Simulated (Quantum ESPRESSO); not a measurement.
# SrLi (Pm-3m): from the cell to the phonon bands

How does SrLi (Pm-3m) vibrate, and is this structure a minimum?

Method: DFT LDA, scalar-relativistic, plane waves, PseudoDojo norm-conserving pseudopotentials, in Quantum ESPRESSO 7.5.

This is a report of a sequence of runs, with most program output left out.

The structure was built from a prototype and need not be the compound's stable phase.

## 1. Set-up

It takes space group Pm-3m (No. 221, cubic). The conventional cell has a = 4.164 Å, b = 4.164 Å, c = 4.164 Å, α = 90.00°, β = 90.00°, γ = 90.00°. Nearest to Li lie 8 Sr at 3.61 Å. Nearest to Sr lie 8 Li at 3.61 Å. Farther neighbours are not listed.

Coordinates:

```cif
data_structure
_symmetry_space_group_name_H-M 'P 1'
_symmetry_Int_Tables_number 1
_cell_length_a 4.1640
_cell_length_b 4.1640
_cell_length_c 4.1640
_cell_angle_alpha 90.000
_cell_angle_beta 90.000
_cell_angle_gamma 90.000
_cell_volume 72.20
loop_
_atom_site_label
_atom_site_type_symbol
_atom_site_fract_x
_atom_site_fract_y
_atom_site_fract_z
_atom_site_occupancy
Li1 Li 0.00000 0.00000 0.00000 1
Sr2 Sr 0.50000 0.50000 0.50000 1
```

## 2. A probe with smearing

Before anything dear is run, a loose run with smearing shows whether this is a metal and how far the cell is from rest.

probe.in

```
 &control
    calculation='scf',
    prefix='x',
    outdir='./tmp',
    pseudo_dir='./pseudo',
    tprnfor=.true.,
    tstress=.true.,
    verbosity='high',
 /
 &system
    ibrav=1,
    celldm(1)=7.86884999,
    nat=2,
    ntyp=2,
    ecutwfc=66.0,
    occupations='smearing',
    smearing='gaussian',
    degauss=0.01,
 /
 &electrons
    conv_thr=1.0d-07,
    mixing_beta=0.7,
    electron_maxstep=100,
 /
ATOMIC_SPECIES
 Li      6.9400  Li.upf
 Sr     87.6200  Sr.upf
ATOMIC_POSITIONS crystal
 Li     0.000000000   0.000000000   0.000000000
 Sr     0.500000000   0.500000000   0.500000000
K_POINTS automatic
 4 4 4 0 0 0
```

The run is started by

```bash
OMP_NUM_THREADS=1 mpirun -n 4 pw.x -nk 4 -in probe.in > probe.out
```

Run time: 2.2 s. Hardware: 4 MPI ranks of Arm Neoverse V2, shared host.

Numbers from this step:

```
volume per atom   : 36.10 Å³
pressure          : -1.034 GPa
gap on the k-mesh : 0 eV
```

No gap opens on this mesh, so smearing is kept; the start stands at -1.0 GPa.

## 3. Relaxation

Frequencies change by per cents with a per cent of volume, so the structure is first brought to rest at this level of theory.

relax.in

```
 &control
    calculation='vc-relax',
    prefix='x',
    outdir='./tmp',
    pseudo_dir='./pseudo',
    tprnfor=.true.,
    tstress=.true.,
    forc_conv_thr=2.0d-05,
    etot_conv_thr=1.0d-07,
    nstep=40,
 /
 &system
    ibrav=1,
    celldm(1)=7.86884999,
    nat=2,
    ntyp=2,
    ecutwfc=66.0,
    occupations='smearing',
    smearing='mp',
    degauss=0.02,
 /
 &electrons
    conv_thr=1.0d-11,
    mixing_beta=0.7,
    electron_maxstep=100,
 /
 &ions
 /
 &cell
    press_conv_thr=0.2,
 /
ATOMIC_SPECIES
 Li      6.9400  Li.upf
 Sr     87.6200  Sr.upf
ATOMIC_POSITIONS crystal
 Li     0.000000000   0.000000000   0.000000000
 Sr     0.500000000   0.500000000   0.500000000
K_POINTS automatic
 8 8 8 0 0 0
```

The run is started by

```bash
OMP_NUM_THREADS=1 mpirun -n 4 pw.x -nk 4 -in relax.in > relax.out
```

Run time: 33 s. Hardware: 4 MPI ranks.

Step by step:

```
step  energy less that of the first step (eV)  largest force (eV/Å)  pressure (GPa)  volume (Å³)
   1                                   0.0000                0.0000           -0.62        72.20
   2                                  -0.0008                0.0000           -0.57        71.97
   3                                  -0.0020                0.0000           -0.51        71.63
   4                                  -0.0034                0.0000           -0.41        71.13
   5                                  -0.0050                0.0000           -0.25        70.37
   6                                  -0.0059                0.0000           -0.01        69.24
   7                                  -0.0059                0.0000            0.00        69.21
   8                                  -0.0045                0.0000           -0.04        69.21
```

```
conventional cell, symmetrised  before  after  change
                         a (Å)   4.164  4.106  -1.4 %
                         b (Å)   4.164  4.106  -1.4 %
                         c (Å)   4.164  4.106  -1.4 %
              volume (Å³/atom)   36.10  34.61  -4.1 %
```

Final coordinates:

```xyz
2
Lattice="4.1057 0.0000 0.0000 0.0000 4.1057 0.0000 0.0000 0.0000 4.1057" Properties=species:S:1:pos:R:3 pbc="T T T"
Li    0.0000    0.0000    0.0000
Sr    2.0529    2.0529    2.0529
```

The last row of the table of steps is pw.x's closing run on a basis chosen anew for the final cell, so its energy can jump.

This step gave:

| Quantity | Value |
| --- | --- |
| volume per atom | 34.61 Å³ |
| pressure | -0.04300 GPa |

The volume changes by -4.1 % from the cell with which this run began.

## 4. Self-consistent run for the response

The response is built on this ground state, so it is converged far tighter than an energy would need. Smearing stays on, as the first look found no gap above 0.3 eV.

scf.in

```
 &control
    calculation='scf',
    prefix='x',
    outdir='./tmp',
    pseudo_dir='./pseudo',
    tprnfor=.true.,
    tstress=.true.,
 /
 &system
    ibrav=1,
    celldm(1)=7.75873966,
    nat=2,
    ntyp=2,
    ecutwfc=66.0,
    occupations='smearing',
    smearing='mp',
    degauss=0.02,
 /
 &electrons
    conv_thr=1.0d-12,
    mixing_beta=0.7,
    electron_maxstep=100,
 /
ATOMIC_SPECIES
 Li      6.9400  Li.upf
 Sr     87.6200  Sr.upf
ATOMIC_POSITIONS crystal
 Li     0.000000000   0.000000000   0.000000000
 Sr     0.500000000   0.500000000   0.500000000
K_POINTS automatic
 8 8 8 0 0 0
```

The run is started by

```bash
OMP_NUM_THREADS=1 mpirun -n 4 pw.x -nk 4 -in scf.in > scf.out
```

Wall time 6.4 s (4 MPI ranks).

The cell stands at -0.043 GPa, close enough for phonons.

## 5. Phonons on a q mesh

Linear response treats each wavevector in the unit cell, with no supercell; the 2×2×2 mesh fixes the range of the force constants to be had.

ph.in

```
phonons
 &inputph
    prefix='x',
    outdir='./tmp',
    fildyn='x.dyn',
    tr2_ph=1.0d-18,
    alpha_mix(1)=0.4,
    nmix_ph=8,
    ldisp=.true.,
    nq1=2,
    nq2=2,
    nq3=2,
 /
```

The run is started by

```bash
OMP_NUM_THREADS=1 mpirun -n 4 ph.x -nk 4 -in ph.in > ph.out
```

Elapsed: 8.7 min, on 4 MPI ranks; 35 min of CPU time.

Read from the output:

| Quantity | Value |
| --- | --- |
| largest acoustic frequency at the zone centre before the sum rule | 1.86 cm⁻¹ |
| highest optical zone-centre mode (no LO-TO term) | 240.1 cm⁻¹ |
| lowest optical zone-centre mode | 240.1 cm⁻¹ |
| lowest mode on the q mesh (acoustic ones at the zone centre apart) | 53.56 cm⁻¹ |

Frequencies (cm⁻¹) at each irreducible wavevector; negative means imaginary. Frequencies by wavevector:

```
 q (fractions)  star  mode 1  mode 2  mode 3  mode 4  mode 5  mode 6
         0 0 0     1    1.86    1.86    1.86   240.1   240.1   240.1
      0 0 -0.5     3   58.21   58.21    84.5   185.6     232     232
   0 -0.5 -0.5     3   53.56   62.96   62.96   196.8   196.8     249
-0.5 -0.5 -0.5     1   105.5   105.5   105.5   186.4   186.4   186.4
```

The acoustic modes at Γ come out as far as 1.9 cm⁻¹ from zero, where they should vanish, a small numerical error.

## 6. Force constants in real space

The dynamical matrices of the mesh are Fourier-transformed to force constants in real space.

q2r.in

```
 &input
    fildyn='x.dyn',
    zasr='simple',
    flfrc='x.fc',
 /
```

The run is started by

```bash
q2r.x < q2r.in > q2r.out
```

The job ended after 0.45 s (1 thread).

## 7. Interpolated phonon bands

From the force constants any wavevector is cheap; points of the mesh come back as solved, but for the sum rule and, in polar crystals, the LO-TO term at Γ; the rest is interpolation.

matdyn.in

```
 &input
    asr='simple',
    flfrc='x.fc',
    flfrq='x.freq',
    flvec='x.modes',
    q_in_band_form=.true.,
    q_in_cryst_coord=.true.,
 /
8
  0.0000000   0.0000000   0.0000000  12  ! GAMMA
  0.0000000   0.5000000   0.0000000  12  ! X
  0.5000000   0.5000000   0.0000000  12  ! M
  0.0000000   0.0000000   0.0000000  12  ! GAMMA
  0.5000000   0.5000000   0.5000000  12  ! R
  0.0000000   0.5000000   0.0000000   1  ! X
  0.5000000   0.5000000   0.5000000  12  ! R
  0.5000000   0.5000000   0.0000000   1  ! M
```

The run is started by

```bash
matdyn.x -in matdyn.in > matdyn.out
```

It took 0.46 s on 1 thread.

Numbers from this step:

```yaml
lowest_frequency_on_the_path: 0 cm⁻¹
mean_frequency: 140.3 cm⁻¹
debye_temperature_second_moment: 297 K
logarithmic_mean_frequency: 116 cm⁻¹
```

Matdyn.x, sum rule simple. Phonon branches along the path, in cm⁻¹:

```
    point  branch 1  branch 2  branch 3  branch 4  branch 5  branch 6
        Γ         0         0         0       240       240       240
  halfway        40        40        54       216       236       236
        X        58        58        84       186       232       232
  halfway        56        61        78       191       214       241
        M        54        63        63       197       197       249
  halfway        40        49        76       210       220       238
        Γ         0         0         0       240       240       240
  halfway        63        63        77       213       217       217
        R       106       106       106       186       186       186
  halfway        64        81        84       191       215       219
        X        58        58        84       186       232       232
jump to R       106       106       106       186       186       186
  halfway        84        85        85       192       192       220
        M        54        63        63       197       197       249
```

Lowest modes at the softest wavevector of the mesh; phase exp(i q.(R + tau)). The modes at q = (0.500, 0.000, 0.500) (shares of kinetic energy by element, %):

```
mode  frequency (cm⁻¹)  Li %  Sr %
   1              53.6     0   100
   2              63.0    14    86
   3              63.0    14    86
   4             196.8    86    14
   5             196.8    86    14
   6             249.0   100     0
```

Displacements in mode 1 (53.6 cm⁻¹), the largest set to 1, in the home cell:
```
Li1  0.00  0.00  0.00
Sr2  0.00 -1.00  0.00
```

Displacements in mode 5 (196.8 cm⁻¹), the largest set to 1, in the home cell:
```
Li1  0.00  0.00  1.00
Sr2 -0.11  0.00  0.00
```

Force constants by pair (phonopy on the run's constants); pairs near half the supercell's span include their periodic images. Pair force constants, by row:

```
atom  neighbour  distance (Å)  third of the trace (eV/Å²)  along the pair's line (eV/Å²)
 Li1     itself             0                       1.149                              –
 Li1         Sr         3.556                     -0.1704                        -0.4415
 Li1         Li         4.106                      0.0725                         0.2742
 Li1         Li         5.806                      -0.008                        -0.0264
 Li1         Li         7.111                      0.0207                         0.0207
 Sr2     itself             0                       1.998                              –
 Sr2         Li         3.556                     -0.1704                        -0.4415
 Sr2         Sr         4.106                     -0.3642                        -0.8806
 Sr2         Sr         5.806                       0.159                         0.2157
 Sr2         Sr         7.111                     -0.0195                        -0.0195
```

Harmonic mean-square displacement, third of the trace. Mean-square displacements:

```
T (K)  Li1 U_eq (Å²)  Sr2 U_eq (Å²)
    0        0.01271        0.00313
  100        0.01791        0.00898
  300        0.04037        0.02575
  600        0.07788        0.05127
```

Mode patterns, pair constants, displacements and means over the zone were worked out by phonopy from the force constants of q2r.x.

All branches are real along the path.

## 8. Sums over the zone

Sums over the zone need many more wavevectors than were solved, so the interpolation is sampled on a dense mesh.

matdyn.in

```
 &input
    asr='simple',
    flfrc='x.fc',
    dos=.true.,
    fldos='x.dos',
    nk1=11,
    nk2=11,
    nk3=11,
    deltaE=0.3,
 /
```

The run is started by

```bash
matdyn.x -in matdyn.in > matdyn.out
```

Wall time 2.6 s (1 thread).

Read from the output:

```
share of modes beyond 3i cm⁻¹ on the dense interpolated mesh : 0
zero-point energy per atom                                   : 26.11 meV
heat capacity at 300 K                                       : 23.78 J/(mol atoms K)
vibrational entropy at 300 K                                 : 40.13 J/(mol atoms K)
```

The phonon density of states has structure finer than the step of the table below, so its rows give means over 5 cm⁻¹, whole bins alone (the curve runs from 0 to 248 cm⁻¹). Peaks (cm⁻¹: height): total 55.5: 0.117, 79.5: 0.128, 195.0: 0.0971, 234.0: 0.0977; Li 195.0: 0.0897, 214.5: 0.0529, 234.0: 0.0954; Sr 55.5: 0.113, 79.5: 0.125.

Tetrahedra. Table of phonon density of states by wavenumber; means over each step; values in 1/cm⁻¹/cell:

```
wavenumber (cm⁻¹)    total       Li       Sr
                5   1.2e-4   9.0e-6   1.1e-4
               10   4.5e-4   3.0e-5   4.2e-4
               15  0.00188   1.3e-4  0.00175
               20  0.00351   2.5e-4  0.00327
               25  0.00601   4.1e-4  0.00559
               30  0.00892   6.0e-4  0.00832
               35   0.0123   7.8e-4   0.0115
               40   0.0179  0.00108   0.0168
               45   0.0255  0.00141   0.0241
               50   0.0408  0.00196   0.0389
               55   0.0875  0.00283   0.0847
               60   0.0657  0.00286   0.0629
               65   0.0514  0.00264   0.0488
               70   0.0455  0.00222   0.0432
               75   0.0581  0.00236   0.0557
               80    0.103  0.00310   0.0994
               85   0.0340  0.00133   0.0326
               90   0.0184   6.7e-4   0.0178
               95   0.0117   3.3e-4   0.0114
              100  0.00637   1.1e-4  0.00626
              105   7.0e-4   6.5e-6   6.9e-4
              110        0        0        0
              115        0        0        0
              120        0        0        0
              125        0        0        0
              130        0        0        0
              135        0        0        0
              140        0        0        0
              145        0        0        0
              150        0        0        0
              155        0        0        0
              160        0        0        0
              165        0        0        0
              170        0        0        0
              175        0        0        0
              180        0        0        0
              185  0.00135  0.00133   1.9e-5
              190   0.0403   0.0384  0.00191
              195   0.0862   0.0802  0.00602
              200   0.0586   0.0552  0.00336
              205   0.0420   0.0398  0.00218
              210   0.0422   0.0403  0.00191
              215   0.0454   0.0435  0.00191
              220   0.0408   0.0393  0.00153
              225   0.0508   0.0491  0.00170
              230   0.0620   0.0603  0.00166
              235   0.0874   0.0851  0.00229
              240   0.0330   0.0325   5.7e-4
              245   0.0100   0.0100   9.0e-6
```

Harmonic thermodynamic functions per atom, summed over the density of states scaled to three modes an atom; melting is ignored. Thermodynamic functions:

```
T (K)  F_vib (meV/atom)  S (J/mol-atom/K)  C_V (J/mol-atom/K)
    0             26.11                 0                   0
   50             24.82             7.039               10.33
  100             18.62             16.64               17.48
  200             -6.47             30.72               22.47
  300            -43.47             40.13               23.78
  400             -88.8             47.05               24.27
  500            -140.5             52.49               24.51
  600            -197.3             56.97               24.64
  700            -258.3             60.78               24.72
  800            -323.1             64.08               24.77
  900              -391                67               24.81
 1000            -461.9             69.62               24.83
```

At 300 K the heat capacity has reached 95 % of the Dulong-Petit value.

## 9. Modes with the sum rule

A rigid shift of the crystal must cost nothing, but grids and finite bases break this; the acoustic sum rule is imposed before the matrix is diagonalised again.

dynmat.in

```
 &input
    fildyn='x.dyn1',
    asr='simple',
    fileig='dynmat.eig',
 /
```

The run is started by

```bash
dynmat.x -in dynmat.in > dynmat.out
```

It took 0.45 s on 1 thread.

Unit eigenvectors of the mass-weighted matrix after the sum rule; no LO-TO term. Modes at Γ, with each element's share of the kinetic energy:

```
mode  frequency (cm⁻¹)  symmetry  Li %  Sr %
   1               0.0  acoustic     7    93
   2               0.0  acoustic     7    93
   3               0.0  acoustic     7    93
   4             240.1       T1u    93     7
   5             240.1       T1u    93     7
   6             240.1       T1u    93     7
```

Displacements in mode 5 (240.1 cm⁻¹), the largest set to 1:
```
Li1  0.00  0.00  1.00
Sr2  0.00  0.00 -0.08
```

The rule moves no optical mode by more than 0.1 cm⁻¹.

## 10. Sum rules set otherwise: a sum rule for molecules or wires on a crystal

This rule also removes rotations, which suits molecules and not a crystal; it is tried to see the harm.

dynmat.in

```
 &input
    fildyn='x.dyn1',
    asr='zero-dim',
    fileig='dynmat.eig',
 /
```

The run is started by

```bash
dynmat.x -in dynmat.in > dynmat.out
```

It took 0.45 s on 1 thread.

The run ended normally, but on settings that are not sound.

The fault: a sum rule for molecules or wires on a crystal; 2 optical modes are projected out to zero frequency, as if they were rotations.

For a crystal the rule has to be 'simple' or 'crystal'.

Zone-centre frequencies as printed; negative means imaginary. Modes:

```
mode  frequency (cm⁻¹)
   1                 0
   2                 0
   3                 0
   4                 0
   5                 0
   6             240.1
```

## 11. The dispersion under another sum rule (asr crystal)

The sum rule corrects the force constants themselves, so it can shift branches at any wavevector, low ones most.

matdyn.in

```
 &input
    asr='crystal',
    flfrc='x.fc',
    flfrq='x.freq',
    flvec='x.modes',
    q_in_band_form=.true.,
    q_in_cryst_coord=.true.,
 /
8
  0.0000000   0.0000000   0.0000000   8  ! GAMMA
  0.0000000   0.5000000   0.0000000   8  ! X
  0.5000000   0.5000000   0.0000000   8  ! M
  0.0000000   0.0000000   0.0000000   8  ! GAMMA
  0.5000000   0.5000000   0.5000000   8  ! R
  0.0000000   0.5000000   0.0000000   1  ! X
  0.5000000   0.5000000   0.5000000   8  ! R
  0.5000000   0.5000000   0.0000000   1  ! M
```

The run is started by

```bash
matdyn.x -in matdyn.in > matdyn.out
```

Run time: 0.46 s. Hardware: 1 thread.

At the labelled points the branches move by no more than 0.2 cm⁻¹.

## 12. Results

```json
{
  "space group after relaxation": "Pm-3m",
  "volume per atom": "34.6 Å³",
  "highest optical zone-centre mode (no LO-TO term)": "240.1 cm⁻¹",
  "q mesh": "2×2×2",
  "lowest mode on the q mesh (acoustic ones at the zone centre apart)": "53.6 cm⁻¹",
  "zero-point energy per atom": "26.1 meV",
  "heat capacity at 300 K": "23.8 J/(mol atoms K)",
  "vibrational entropy at 300 K": "40.1 J/(mol atoms K)",
  "imaginary modes on the q mesh": "none"
}
```

SrLi (Pm-3m) is dynamically stable on the 2×2×2 mesh; its spectrum reaches 249 cm⁻¹. At the LDA level the optical modes of SrLi (Pm-3m) at the zone centre lie at 240 cm⁻¹. These are harmonic frequencies at zero temperature: anharmonic shifts and linewidths and thermal expansion are left out. In a metal the frequencies hang on the k mesh and the smearing, most of all near Kohn anomalies. The runs are without spin polarisation, although the cell has an odd electron count or an open d or f shell, so a magnetic state was not tested. The relaxation ran at 66 Ry, under the 74 Ry recommended for these files; the stress of so short a basis can leave the cell about one per cent too small. The q mesh stands for a supercell only 8.2 Å across, so branches between the solved wavevectors are rough. The structure is a hypothetical one, built on a prototype.

[Host names and launcher messages were left out of these logs when they were recorded.]

[Logs are printed without paths, hosts, clocks, repeated set-up lines and the standing remarks that a program may print on its own settings, such as how far it seeks lower states.]

[Hosts, paths, dates, database ids (printed as entryN), source tags and the programs' standing remarks are cut or masked in the printed files.]
